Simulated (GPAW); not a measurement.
# La L₃ ELNES/XANES of La2O3 (P-3m1) from DFT, part 3 of 3

How does the La L₃ edge of La2O3 (P-3m1) move when the bonds are compressed or stretched?

GPAW 26.7.0; X-ray absorption from dipole matrix elements to empty bands, plane-wave PAW PBE.

So far. Step 4 (Spectrum with FCH, La atom 1): Main maxima below 29 eV (height): 2.0 eV (2.90) and 16.4 eV (0.61). At an L edge the dipole rule selects empty d (and weakly s) states on the absorber, and the strong line at the onset measures the empty part of its d band.

**6. Spectrum with FCH, La atom 1**

Shorter bonds are expected to push antibonding states and scattering resonances up, and longer ones down; the cell is scaled to test that.

Changed against the first core-hole run: volume scale from 1 to 0.91.

The input, xas.py:

```python
import numpy as np
from ase import Atoms
from ase.parallel import parprint, paropen
from gpaw import GPAW, PW, FermiDirac, Mixer, MixerDif, setup_paths
from gpaw.test import gen
setup_paths.insert(0, '.')
gen('La', name='fch2p', xcname='PBE', corehole=(2, 1, 1), write_xml=True)
from gpaw.mpi import world
world.barrier()

atoms = Atoms('La6O9',
    cell=[[-5.71369289, 3.29880213, 0],
     [-5.71369289, -3.29880213, 0],
     [3.80912859, 0, 5.92280144]],
    scaled_positions=[[0.41541189, 0.74874523, 0.24623568],
     [0.74874523, 0.08207856, 0.24623568],
     [0.08207856, 0.41541189, 0.24623568],
     [0.25125477, 0.91792144, 0.75376432],
     [0.58458811, 0.25125477, 0.75376432],
     [0.91792144, 0.58458811, 0.75376432],
     [0, 0, 0],
     [0.33333333, 0.33333333, 0],
     [0.66666667, 0.66666667, 0],
     [0.54863022, 0.88196355, 0.64589065],
     [0.88196355, 0.21529688, 0.64589065],
     [0.21529688, 0.54863022, 0.64589065],
     [0.11803645, 0.78470312, 0.35410935],
     [0.45136978, 0.11803645, 0.35410935],
     [0.78470312, 0.45136978, 0.35410935]],
    pbc=True)
atoms.calc = calc = GPAW(legacy_gpaw=True, mode=PW(500), xc='PBE', setups={0: 'fch2p'},
    kpts={'size': (3, 3, 3), 'gamma': True}, occupations=FermiDirac(0.02),
    charge=0, mixer=Mixer(0.1, 5, 50), maxiter=150,
    convergence={'density': 0.0001}, txt='scf.txt')
energy = atoms.get_potential_energy() + calc.get_reference_energy()
ef = calc.get_fermi_level()
out = dict(energy=energy, fermi=ef, forces=atoms.get_forces().tolist())
parprint(f'all-electron energy {energy:.4f} eV, Fermi level {ef:.4f} eV')
ev = np.array([[calc.get_eigenvalues(k, s) for k in range(len(calc.get_ibz_k_points()))] for s in range(calc.get_number_of_spins())])
out['homo'], out['lumo'], out['counts'] = ev[ev < ef].max(), ev[ev > ef].min(), sorted(set((ev < ef).sum((0, 2)).tolist()))
out['filled'] = (ev[:, 0] < ef).sum(1).tolist()

from ase.units import Ha
from gpaw.xas import dipole_matrix_elements
nb = int(calc.get_number_of_electrons() / 2) + 165
top, nb = nb, nb + 8 + nb // 12
nscf = calc.fixed_density(kpts={'size': (3, 3, 3), 'gamma': True}, nbands=nb,
    convergence={'bands': top, 'eigenstates': 1e-5}, maxiter=60, txt='nscf.txt')
cell = atoms.cell.array
ops = [cell.T @ U.T @ np.linalg.inv(cell.T) for U in nscf.wfs.kd.symmetry.op_scc]
filled = [60]  # bands filled in the ground state, by spin
E = np.arange(-6, 34, 0.1)
fwhm = np.interp(E, [4, 25], [3.41, 3.5])
Y, X, zero, highest = 0, 0, 1e9, 1e9
for spin in range(nscf.get_number_of_spins()):
    wfs = nscf.wfs
    A = dipole_matrix_elements(wfs.setups[0])
    eps = np.zeros((wfs.kd.nibzkpts, nb))
    d = np.zeros((3, A.shape[1], wfs.kd.nibzkpts, nb), complex)
    for kpt in wfs.kpt_u:
        if kpt.s == spin and 0 in kpt.P_ani:
            eps[kpt.k] = kpt.eps_n * Ha
            d[:, :, kpt.k] = (kpt.weight * wfs.nspins / 2) ** 0.5 * np.inner(A, kpt.P_ani[0])
    world.sum(eps)
    world.sum(d)
    T = np.einsum('amkn,bmkn->abkn', d, d.conj()).real
    T = sum(np.einsum('ai,ijkn,bj->abkn', R, T, R) for R in ops) / len(ops)
    empty = np.ones_like(eps, bool) & (np.arange(nb) >= filled[spin])
    zero, highest = min(zero, eps[empty].min()), min(highest, eps[:, top - 1].min())
    lines = [(eps, T, empty)] if spin == 0 else lines + [(eps, T, empty)]
for eps, T, empty in lines:
    f = np.einsum('aakn->akn', T).reshape(3, -1)
    x = eps.ravel() - zero
    w = np.interp(x, E, fwhm) / 2.35482
    g = np.exp(-0.5 * ((E[:, None] - x) / w) ** 2) / (w * (2 * np.pi) ** 0.5)
    Y = Y + (f * empty.ravel()) @ g.T
    X = X + (f * ~empty.ravel()) @ g.T
out.update(E=E.round(2).tolist(), xas=Y.tolist(), xes=X.tolist(), zero=zero, valid=highest - zero, nk=len(eps), nb=nb)
for i in range(0, len(E), 10):
    parprint(f'{E[i]:7.2f}', *(f'{v:10.3e}' for v in Y[:, i]))
import json
with paropen('out.json', 'w') as f:
    json.dump(out, f)
```

On the command line:

```sh
$ OMP_NUM_THREADS=1 mpirun -n 2 gpaw python xas.py
```

Numbers of over 12 decimals in the logs are rounded to 6 here.

What it wrote:

```text
Input parameters:
  convergence: {density: 0.0001}
  kpts: {gamma: True,
         size: (3, 3, 3)}
  maxiter: 150
  mixer: {backend: pulay,
          beta: 0.1,
          method: separate,
          nmaxold: 5,
          weight: 50}
  mode: {ecut: 500.0,
         name: pw}
  occupations: {fixmagmom: False,
                name: fermi-dirac,
                width: 0.02}
  setups: {0: fch2p}
  xc: PBE

Initialize ...

[...]
*d    :     0.572457
--------------------------------

Diagonalizing with gridspacing h=0.050

state   all-electron     PAW
-------------------------------
5s:      -1.895350    -1.896295
5p:      -1.245747    -1.246764
5d:      -0.427543    -0.428053
*f:                   -0.052306
-------------------------------
all-electron energy -1399470.4981 eV, Fermi level 11.2676 eV
[...]
32.00  1.612e-06  1.613e-06  1.450e-06
  33.00  1.716e-06  1.719e-06  1.551e-06
[key lines of the parts left out:]
Converged after 29 iterations.
Dipole moment: (-0.599891, -0.229313, -0.412608) |e|*Ang
Free energy:   -142.408085
Fermi level: 11.26760
```

Run time: 10 min. Hardware: 2 MPI ranks of Arm Neoverse V1, shared host; peak memory 0.74 GiB.

```
E (eV)  first run  this run
  -2.0       0.44      0.34
  -1.0       1.13      0.88
   0.0       2.01      1.60
   1.0       2.68      2.20
   2.0       2.90      2.55
   3.0       2.60      2.59
   4.0       1.97      2.25
   5.0       1.30      1.66
   6.0       0.79      1.10
   7.0       0.48      0.68
   8.0       0.33      0.42
   9.0       0.31      0.32
  10.0       0.35      0.31
  11.0       0.41      0.36
  12.0       0.48      0.43
  13.0       0.53      0.49
  14.0       0.57      0.54
  15.0       0.60      0.57
  16.0       0.61      0.60
  17.0       0.61      0.61
  18.0       0.60      0.61
  19.0       0.59      0.60
  20.0       0.56      0.58
  21.0       0.53      0.57
  22.0       0.50      0.54
  23.0       0.49      0.51
  24.0       0.48      0.48
  25.0       0.48      0.46
  26.0       0.50      0.44
  27.0       0.54      0.44
  28.0       0.59      0.47
  29.0       0.66      0.51
```

The scaled spectrum changes by 16 % r.m.s. A shift of +0.6 eV leaves 8 %. The highest intensity below 24 eV goes from 2.0 eV (2.90) to 2.6 eV (2.62).

The photon energy of the zero moves by -0.45 eV.

**7. Supercell without a hole, the energy reference**

The cell changes for the next run, so it gets a reference energy of its own.

The cell differs from the one that the last finished run ended in (a 6.598 → 6.669 Å, b 6.598 → 6.669 Å, c 7.042 → 7.118 Å).

The input, scf.py:

```python
import numpy as np
from ase import Atoms
from ase.parallel import parprint, paropen
from gpaw import GPAW, PW, FermiDirac, Mixer, MixerDif, setup_paths
from gpaw.test import gen
setup_paths.insert(0, '.')
gen('La', name='nch2p', xcname='PBE', corehole=(2, 1, 0), write_xml=True)
from gpaw.mpi import world
world.barrier()

atoms = Atoms('La6O9',
    cell=[[-5.77580311, 3.33466148, 0],
     [-5.77580311, -3.33466148, 0],
     [3.85053541, 0, 5.98718477]],
    scaled_positions=[[0.41541189, 0.74874523, 0.24623568],
     [0.74874523, 0.08207856, 0.24623568],
     [0.08207856, 0.41541189, 0.24623568],
     [0.25125477, 0.91792144, 0.75376432],
     [0.58458811, 0.25125477, 0.75376432],
     [0.91792144, 0.58458811, 0.75376432],
     [0, 0, 0],
     [0.33333333, 0.33333333, 0],
     [0.66666667, 0.66666667, 0],
     [0.54863022, 0.88196355, 0.64589065],
     [0.88196355, 0.21529688, 0.64589065],
     [0.21529688, 0.54863022, 0.64589065],
     [0.11803645, 0.78470312, 0.35410935],
     [0.45136978, 0.11803645, 0.35410935],
     [0.78470312, 0.45136978, 0.35410935]],
    pbc=True)
atoms.calc = calc = GPAW(legacy_gpaw=True, mode=PW(500), xc='PBE', setups={0: 'nch2p'},
    kpts={'size': (3, 3, 3), 'gamma': True}, occupations=FermiDirac(0.02),
    charge=0, mixer=Mixer(0.1, 5, 50), maxiter=150,
    convergence={'density': 0.0001}, txt='scf.txt')
energy = atoms.get_potential_energy() + calc.get_reference_energy()
ef = calc.get_fermi_level()
out = dict(energy=energy, fermi=ef, forces=atoms.get_forces().tolist())
parprint(f'all-electron energy {energy:.4f} eV, Fermi level {ef:.4f} eV')
ev = np.array([[calc.get_eigenvalues(k, s) for k in range(len(calc.get_ibz_k_points()))] for s in range(calc.get_number_of_spins())])
out['homo'], out['lumo'], out['counts'] = ev[ev < ef].max(), ev[ev > ef].min(), sorted(set((ev < ef).sum((0, 2)).tolist()))
out['filled'] = (ev[:, 0] < ef).sum(1).tolist()
import json
with paropen('out.json', 'w') as f:
    json.dump(out, f)
```

On the command line:

```sh
$ OMP_NUM_THREADS=1 mpirun -n 2 gpaw python scf.py
```

What it wrote:

```text
Input parameters:
  convergence: {density: 0.0001}
  kpts: {gamma: True,
         size: (3, 3, 3)}
  maxiter: 150
  mixer: {backend: pulay,
          beta: 0.1,
          method: separate,
          nmaxold: 5,
          weight: 50}
  mode: {ecut: 500.0,
         name: pw}
  occupations: {fixmagmom: False,
                name: fermi-dirac,
                width: 0.02}
  setups: {0: nch2p}
  xc: PBE

Initialize ...

[...]
6s(2) :    -0.135137     1.050534
5p(6) :    -0.823504     1.097737
*p    :     0.176496
5d(1) :    -0.113687     0.994766
*d    :     0.886313
--------------------------------

Diagonalizing with gridspacing h=0.050

state   all-electron     PAW
-------------------------------
5s:      -1.429070    -1.429911
5p:      -0.823504    -0.824371
5d:      -0.113687    -0.113988
*f:                    0.053042
-------------------------------
all-electron energy -1405056.4744 eV, Fermi level 10.0449 eV
[key lines of the parts left out:]
Converged after 40 iterations.
Dipole moment: (-0.109163, -0.054930, -0.069220) |e|*Ang
Free energy:   -121.111109
Fermi level: 10.04494
```

Wall time 5.1 min (2 MPI ranks); peak memory 0.45 GiB.

Reference energy: -1405056.474 eV with the cores included.

**8. Spectrum with FCH, La atom 1**

Shorter bonds are expected to push antibonding states and scattering resonances up, and longer ones down; the cell is scaled to test that.

Changed against the first core-hole run: volume scale from 1 to 0.94.

xas.py, as its differences from that of step 6:

```diff
@@ -11,5 +11,5 @@
 atoms = Atoms('La6O9',
-    cell=[[-5.71369289, 3.29880213, 0],
-     [-5.71369289, -3.29880213, 0],
-     [3.80912859, 0, 5.92280144]],
+    cell=[[-5.77580311, 3.33466148, 0],
+     [-5.77580311, -3.33466148, 0],
+     [3.85053541, 0, 5.98718477]],
     scaled_positions=[[0.41541189, 0.74874523, 0.24623568],
@@ -44,3 +44,3 @@
 from gpaw.xas import dipole_matrix_elements
-nb = int(calc.get_number_of_electrons() / 2) + 165
+nb = int(calc.get_number_of_electrons() / 2) + 170
 top, nb = nb, nb + 8 + nb // 12
```

On the command line:

```sh
$ OMP_NUM_THREADS=1 mpirun -n 2 gpaw python xas.py
```

What it wrote:

```text
Input parameters:
  convergence: {density: 0.0001}
  kpts: {gamma: True,
         size: (3, 3, 3)}
  maxiter: 150
  mixer: {backend: pulay,
          beta: 0.1,
          method: separate,
          nmaxold: 5,
          weight: 50}
  mode: {ecut: 500.0,
         name: pw}
  occupations: {fixmagmom: False,
                name: fermi-dirac,
                width: 0.02}
  setups: {0: fch2p}
  xc: PBE

Initialize ...

[...]
*d    :     0.572457
--------------------------------

Diagonalizing with gridspacing h=0.050

state   all-electron     PAW
-------------------------------
5s:      -1.895350    -1.896295
5p:      -1.245747    -1.246764
5d:      -0.427543    -0.428053
*f:                   -0.052306
-------------------------------
all-electron energy -1399470.6086 eV, Fermi level 10.7973 eV
[...]
32.00  1.724e-06  1.724e-06  1.545e-06
  33.00  1.776e-06  1.775e-06  1.632e-06
[key lines of the parts left out:]
Converged after 34 iterations.
Dipole moment: (-0.595551, -0.224343, -0.407371) |e|*Ang
Free energy:   -142.518532
Fermi level: 10.79731
```

It took 11 min on 2 MPI ranks; peak memory 0.75 GiB; 23 min of CPU time.

```
E (eV)  first run  this run
  -2.0       0.44      0.37
  -1.0       1.13      0.96
   0.0       2.01      1.74
   1.0       2.68      2.37
   2.0       2.90      2.68
   3.0       2.60      2.62
   4.0       1.97      2.16
   5.0       1.30      1.53
   6.0       0.79      0.98
   7.0       0.48      0.59
   8.0       0.33      0.38
   9.0       0.31      0.31
  10.0       0.35      0.32
  11.0       0.41      0.38
  12.0       0.48      0.45
  13.0       0.53      0.51
  14.0       0.57      0.55
  15.0       0.60      0.58
  16.0       0.61      0.60
  17.0       0.61      0.61
  18.0       0.60      0.61
  19.0       0.59      0.59
  20.0       0.56      0.58
  21.0       0.53      0.56
  22.0       0.50      0.52
  23.0       0.49      0.49
  24.0       0.48      0.47
  25.0       0.48      0.46
  26.0       0.50      0.45
  27.0       0.54      0.47
  28.0       0.59      0.51
  29.0       0.66      0.56
  30.0       0.74      0.62
```

The scaled spectrum changes by 10 % r.m.s. The highest intensity below 24 eV goes from 2.0 eV (2.90) to 2.4 eV (2.71).

The photon energy of the zero moves by -0.28 eV.

**9. Supercell without a hole, the energy reference**

The cell changes for the next run, so it gets a reference energy of its own.

The cell differs from the one that the last finished run ended in (a 6.669 → 6.740 Å, b 6.669 → 6.740 Å, c 7.118 → 7.193 Å).

scf.py, as its differences from that of step 7:

```diff
@@ -11,5 +11,5 @@
 atoms = Atoms('La6O9',
-    cell=[[-5.77580311, 3.33466148, 0],
-     [-5.77580311, -3.33466148, 0],
-     [3.85053541, 0, 5.98718477]],
+    cell=[[-5.8366055, 3.36976576, 0],
+     [-5.8366055, -3.36976576, 0],
+     [3.89107034, 0, 6.05021239]],
     scaled_positions=[[0.41541189, 0.74874523, 0.24623568],
```

On the command line:

```sh
$ OMP_NUM_THREADS=1 mpirun -n 2 gpaw python scf.py
```

What it wrote:

```text
Input parameters:
  convergence: {density: 0.0001}
  kpts: {gamma: True,
         size: (3, 3, 3)}
  maxiter: 150
  mixer: {backend: pulay,
          beta: 0.1,
          method: separate,
          nmaxold: 5,
          weight: 50}
  mode: {ecut: 500.0,
         name: pw}
  occupations: {fixmagmom: False,
                name: fermi-dirac,
                width: 0.02}
  setups: {0: nch2p}
  xc: PBE

Initialize ...

[...]
6s(2) :    -0.135137     1.050534
5p(6) :    -0.823504     1.097737
*p    :     0.176496
5d(1) :    -0.113687     0.994766
*d    :     0.886313
--------------------------------

Diagonalizing with gridspacing h=0.050

state   all-electron     PAW
-------------------------------
5s:      -1.429070    -1.429911
5p:      -0.823504    -0.824371
5d:      -0.113687    -0.113988
*f:                    0.053042
-------------------------------
all-electron energy -1405056.9483 eV, Fermi level 9.5947 eV
[key lines of the parts left out:]
Converged after 44 iterations.
Dipole moment: (-0.107081, -0.053758, -0.067695) |e|*Ang
Free energy:   -121.584990
Fermi level: 9.59470
```

The job ended after 5.7 min (2 MPI ranks; peak memory 0.45 GiB).

Reference energy: -1405056.948 eV with the cores included.

**10. Spectrum with FCH, La atom 1**

Shorter bonds are expected to push antibonding states and scattering resonances up, and longer ones down; the cell is scaled to test that.

Changed against the first core-hole run: volume scale from 1 to 0.97.

xas.py, as its differences from that of step 8:

```diff
@@ -11,5 +11,5 @@
 atoms = Atoms('La6O9',
-    cell=[[-5.77580311, 3.33466148, 0],
-     [-5.77580311, -3.33466148, 0],
-     [3.85053541, 0, 5.98718477]],
+    cell=[[-5.8366055, 3.36976576, 0],
+     [-5.8366055, -3.36976576, 0],
+     [3.89107034, 0, 6.05021239]],
     scaled_positions=[[0.41541189, 0.74874523, 0.24623568],
@@ -44,3 +44,3 @@
 from gpaw.xas import dipole_matrix_elements
-nb = int(calc.get_number_of_electrons() / 2) + 170
+nb = int(calc.get_number_of_electrons() / 2) + 174
 top, nb = nb, nb + 8 + nb // 12
```

On the command line:

```sh
$ OMP_NUM_THREADS=1 mpirun -n 2 gpaw python xas.py
```

What it wrote:

```text
Input parameters:
  convergence: {density: 0.0001}
  kpts: {gamma: True,
         size: (3, 3, 3)}
  maxiter: 150
  mixer: {backend: pulay,
          beta: 0.1,
          method: separate,
          nmaxold: 5,
          weight: 50}
  mode: {ecut: 500.0,
         name: pw}
  occupations: {fixmagmom: False,
                name: fermi-dirac,
                width: 0.02}
  setups: {0: fch2p}
  xc: PBE

Initialize ...

[...]
*d    :     0.572457
--------------------------------

Diagonalizing with gridspacing h=0.050

state   all-electron     PAW
-------------------------------
5s:      -1.895350    -1.896295
5p:      -1.245747    -1.246764
5d:      -0.427543    -0.428053
*f:                   -0.052306
-------------------------------
all-electron energy -1399470.4860 eV, Fermi level 10.3680 eV
[...]
32.00  1.782e-06  1.783e-06  1.624e-06
  33.00  1.804e-06  1.805e-06  1.694e-06
[key lines of the parts left out:]
Converged after 30 iterations.
Dipole moment: (-0.590349, -0.218940, -0.401519) |e|*Ang
Free energy:   -142.395963
Fermi level: 10.36801
```

Wall time 11 min (2 MPI ranks); peak memory 0.77 GiB; 23 min of CPU time.

```
E (eV)  first run  this run
  -2.0       0.44      0.40
  -1.0       1.13      1.04
   0.0       2.01      1.87
   1.0       2.68      2.53
   2.0       2.90      2.80
   3.0       2.60      2.62
   4.0       1.97      2.07
   5.0       1.30      1.41
   6.0       0.79      0.88
   7.0       0.48      0.53
   8.0       0.33      0.35
   9.0       0.31      0.30
  10.0       0.35      0.33
  11.0       0.41      0.39
  12.0       0.48      0.46
  13.0       0.53      0.52
  14.0       0.57      0.56
  15.0       0.60      0.59
  16.0       0.61      0.61
  17.0       0.61      0.61
  18.0       0.60      0.60
  19.0       0.59      0.59
  20.0       0.56      0.57
  21.0       0.53      0.54
  22.0       0.50      0.51
  23.0       0.49      0.49
  24.0       0.48      0.47
  25.0       0.48      0.47
  26.0       0.50      0.48
  27.0       0.54      0.51
  28.0       0.59      0.55
  29.0       0.66      0.61
  30.0       0.74      0.68
```

The scaled spectrum changes by 5 % r.m.s. The highest intensity below 24 eV goes from 2.0 eV (2.90) to 2.2 eV (2.80).

The photon energy of the zero moves by -0.14 eV.

**11. The volumes side by side**

```
volume  nearest distance (Å)  shift of the zero (eV)  maximum 1 (eV above own zero)  maximum 2 (eV above own zero)
  0.91                 2.290                   -0.45                            2.6                           17.4
  0.94                 2.315                   -0.28                            2.4                           17.0
  0.97                 2.339                   -0.14                            2.2                           16.8
     1                 2.363                   +0.00                            2.0                           16.4
```

The curves, each shifted by its zero's change so that they share one photon-energy axis, counted from the zero at V × 1:

```
E (eV)  V × 0.91  V × 0.94  V × 0.97  V × 1
  -2.0      0.55      0.51      0.47   0.44
  -1.0      1.20      1.18      1.15   1.13
   0.0      1.90      1.94      1.98   2.01
   1.0      2.39      2.49      2.59   2.68
   2.0      2.61      2.70      2.80   2.90
   3.0      2.48      2.52      2.56   2.60
   4.0      2.00      1.99      1.98   1.97
   5.0      1.40      1.36      1.33   1.30
   6.0      0.89      0.85      0.82   0.79
   7.0      0.54      0.52      0.50   0.48
   8.0      0.36      0.35      0.34   0.33
   9.0      0.30      0.30      0.30   0.31
  10.0      0.32      0.33      0.34   0.35
  11.0      0.39      0.40      0.40   0.41
  12.0      0.46      0.46      0.47   0.48
  13.0      0.52      0.52      0.52   0.53
  14.0      0.56      0.56      0.57   0.57
  15.0      0.58      0.59      0.59   0.60
  16.0      0.60      0.61      0.61   0.61
  17.0      0.61      0.61      0.61   0.61
  18.0      0.61      0.60      0.60   0.60
  19.0      0.59      0.59      0.59   0.59
  20.0      0.58      0.57      0.57   0.56
  21.0      0.56      0.55      0.54   0.53
  22.0      0.53      0.51      0.51   0.50
  23.0      0.49      0.49      0.49   0.49
  24.0      0.47      0.47      0.47   0.48
  25.0      0.45      0.45      0.47   0.48
  26.0      0.44      0.46      0.48   0.50
  27.0      0.45      0.48      0.51   0.54
  28.0      0.49      0.52      0.56   0.59
  29.0      0.53      0.57      0.62   0.66
```

**12. Summary of results**

| Property | Result |
| --- | --- |
| absorber and edge | La L₃, atom 1 of the ground-state input (counted from 1) |
| surroundings | 3 O at 2.36 Å, 1 O at 2.44 Å and 3 O at 2.72 Å (7-fold, site symmetry 3m) |
| highest intensity below 24 eV | 2.0 eV above the zero, height 2.90 |

What this shows: From V × 0.91 to V × 1 the nearest distance grows by 0.073 Å and the zero moves by +0.45 eV. Above their own zero, the maxima move from 2.6 to 2.0 eV and from 17.4 to 16.4 eV. The one highest in energy moves most, in the direction that the rule ΔE·R² ≈ constant for scattering resonances gives. The La L₃ edge of atom 1, with 3 O at 2.36 Å, 1 O at 2.44 Å and 3 O at 2.72 Å (7-fold, site symmetry 3m), has its highest intensity of the first 24 eV at 2.0 eV above the zero, 2.9 times the mean level of the first 20 eV (Gaussian full width 3.41 eV up to 4 eV, rising linearly to 3.5 eV at 25 eV). At the La L₃ edge of atom 1 polarisation matters most near 3.6 eV, where the curves differ by 0.3 on this scale. Only the L₃ part is meant: spin–orbit coupling of the core level isn't computed and the L₂ copy isn't added. The script folds with a Gaussian, whereas the core hole's own line is a Lorentzian, so the onset is too steep and the first peak too high. The structure is a computed Materials Project entry and may be a hypothetical form.

[Banner, clock and machine lines of the logs are left out without a mark of their own.]

[Logs are printed without paths, hosts, clocks, repeated set-up lines and the standing remarks that a program may print on its own settings, such as how far it seeks lower states.]

[Hosts, paths, dates, database ids (printed as entryN), source tags and the programs' standing remarks are cut or masked in the printed files.]

[Lists of maxima count a maximum above −3 eV only where it reaches 4 % of the highest in the window and stands out from its surroundings by 2 % of it (1.5 % where it reaches 55 %); shoulders and weaker maxima are passed over, and of the rest the first, up to two pre-edge ones and the few strongest are named.]
